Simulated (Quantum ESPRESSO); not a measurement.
Consider Nd2SO2 (P-3m1).

```cif
data_structure
_symmetry_space_group_name_H-M 'P 1'
_symmetry_Int_Tables_number 1
_cell_length_a 3.9460
_cell_length_b 3.9460
_cell_length_c 6.7900
_cell_angle_alpha 90.000
_cell_angle_beta 90.000
_cell_angle_gamma 120.000
_cell_volume 91.56
loop_
_atom_site_label
_atom_site_type_symbol
_atom_site_fract_x
_atom_site_fract_y
_atom_site_fract_z
_atom_site_occupancy
Nd1 Nd 0.66667 0.33333 0.71000 1
Nd2 Nd 0.33333 0.66667 0.29000 1
S3 S 0.00000 0.00000 0.00000 1
O4 O 0.66667 0.33333 0.36000 1
O5 O 0.33333 0.66667 0.64000 1
```

Absorber: atom 3, with 6 Nd at 3.01 Å (distorted octahedral, site symmetry -3m). Method: Quantum ESPRESSO XSpectra, LDA, full core hole (charged cell), 15-atom cell with 6.8 Å between holes, 4×4×4 k points, dipole transitions, Lorentzian half width 0.3 eV up to 4 eV, rising linearly to 2.5 eV at 25 eV (counted from xe0, 1.1 eV below the zero used here), without spin-orbit coupling.

Where do the maxima of the S K edge fall?

Main maxima up to 24 eV above the zero (height): 4.9 eV (1.79) and 15.5 eV (0.93). A K edge sees empty p states on the absorber. The total-energy difference plus the lowest empty eigenvalue puts the zero at 2473.83 eV. One term is added: -16.82 eV, since the hole is spin-paired here and a spin-polarised one costs that much less in the free atom (computed apart). The photon energy is then 2457.01 eV. The functional and the charged cell's background leave an error in such absolute values: in the free atom LDA prices this hole 9.1 eV below PBE (computed apart), and PBE is itself good to a few eV.

The S K spectrum (energy from the lowest empty level; intensity scaled to a mean of 1 over the first 20 eV; the points at xe0, where the cut of filled states can leave a spike, are interpolated; polarised curves are means over the symmetry-equivalent atoms):

| E (eV) | isotropic | ε ⊥ c | ε ∥ c |
| --- | --- | --- | --- |
| -2.0 | 0.03 | 0.03 | 0.03 |
| -1.4 | 0.04 | 0.04 | 0.04 |
| -0.8 | 0.05 | 0.05 | 0.05 |
| -0.2 | 0.07 | 0.06 | 0.08 |
| 0.4 | 0.12 | 0.09 | 0.17 |
| 1.0 | 0.19 | 0.16 | 0.25 |
| 1.6 | 0.34 | 0.34 | 0.36 |
| 2.2 | 0.91 | 1.00 | 0.74 |
| 2.8 | 1.29 | 1.31 | 1.25 |
| 3.4 | 1.50 | 1.46 | 1.59 |
| 4.0 | 1.56 | 1.46 | 1.75 |
| 4.6 | 1.75 | 1.45 | 2.35 |
| 5.2 | 1.72 | 1.38 | 2.41 |
| 5.8 | 1.53 | 1.49 | 1.62 |
| 6.4 | 1.37 | 1.36 | 1.40 |
| 7.0 | 1.27 | 1.20 | 1.40 |
| 7.6 | 1.19 | 1.21 | 1.14 |
| 8.2 | 1.10 | 1.21 | 0.89 |
| 8.8 | 1.07 | 1.17 | 0.86 |
| 9.4 | 1.03 | 1.09 | 0.91 |
| 10.0 | 0.93 | 0.96 | 0.86 |
| 10.6 | 0.83 | 0.86 | 0.78 |
| 11.2 | 0.81 | 0.84 | 0.75 |
| 11.8 | 0.81 | 0.82 | 0.79 |
| 12.4 | 0.83 | 0.81 | 0.87 |
| 13.0 | 0.86 | 0.81 | 0.97 |
| 13.6 | 0.90 | 0.82 | 1.05 |
| 14.2 | 0.92 | 0.84 | 1.06 |
| 14.8 | 0.93 | 0.88 | 1.02 |
| 15.4 | 0.93 | 0.91 | 0.97 |
| 16.0 | 0.92 | 0.93 | 0.92 |
| 16.6 | 0.91 | 0.93 | 0.87 |
| 17.2 | 0.90 | 0.93 | 0.85 |
| 17.8 | 0.90 | 0.92 | 0.86 |
| 18.4 | 0.91 | 0.92 | 0.89 |
| 19.0 | 0.92 | 0.92 | 0.92 |
| 19.6 | 0.92 | 0.92 | 0.94 |
| 20.2 | 0.92 | 0.92 | 0.94 |
| 20.8 | 0.92 | 0.91 | 0.93 |
| 21.4 | 0.91 | 0.91 | 0.91 |
| 22.0 | 0.90 | 0.91 | 0.88 |
| 22.6 | 0.89 | 0.91 | 0.85 |
| 23.2 | 0.89 | 0.92 | 0.83 |
| 23.8 | 0.89 | 0.93 | 0.81 |
| 24.4 | 0.89 | 0.94 | 0.80 |
| 25.0 | 0.90 | 0.95 | 0.80 |
| 25.6 | 0.91 | 0.96 | 0.80 |
| 26.2 | 0.92 | 0.97 | 0.82 |
| 26.8 | 0.95 | 0.99 | 0.85 |
| 27.4 | 0.98 | 1.01 | 0.90 |
| 28.0 | 1.01 | 1.03 | 0.95 |
| 28.6 | 1.04 | 1.04 | 1.02 |
| 29.2 | 1.06 | 1.04 | 1.09 |
| 29.8 | 1.07 | 1.02 | 1.15 |
| 30.4 | 1.06 | 1.00 | 1.20 |
| 31.0 | 1.05 | 0.97 | 1.21 |
| 31.6 | 1.03 | 0.94 | 1.20 |

The run has no spin polarisation, although Nd can carry a moment. Lanthanide 4f electrons are frozen in the core. The structure is a published determination, not relaxed.

[Banner, clock and machine lines of the logs are left out without a mark of their own.]

[Logs are printed without paths, hosts, clocks, repeated set-up lines and the standing remarks that a program may print on its own settings, such as how far it seeks lower states.]

[Hosts, paths, dates, database ids (printed as entryN), source tags and the programs' standing remarks are cut or masked in the printed files.]

[Lists of maxima count a maximum above −3 eV only where it reaches 4 % of the highest in the window and stands out from its surroundings by 2 % of it (1.5 % where it reaches 55 %); shoulders and weaker maxima are passed over, and of the rest the first, up to two pre-edge ones and the few strongest are named.]
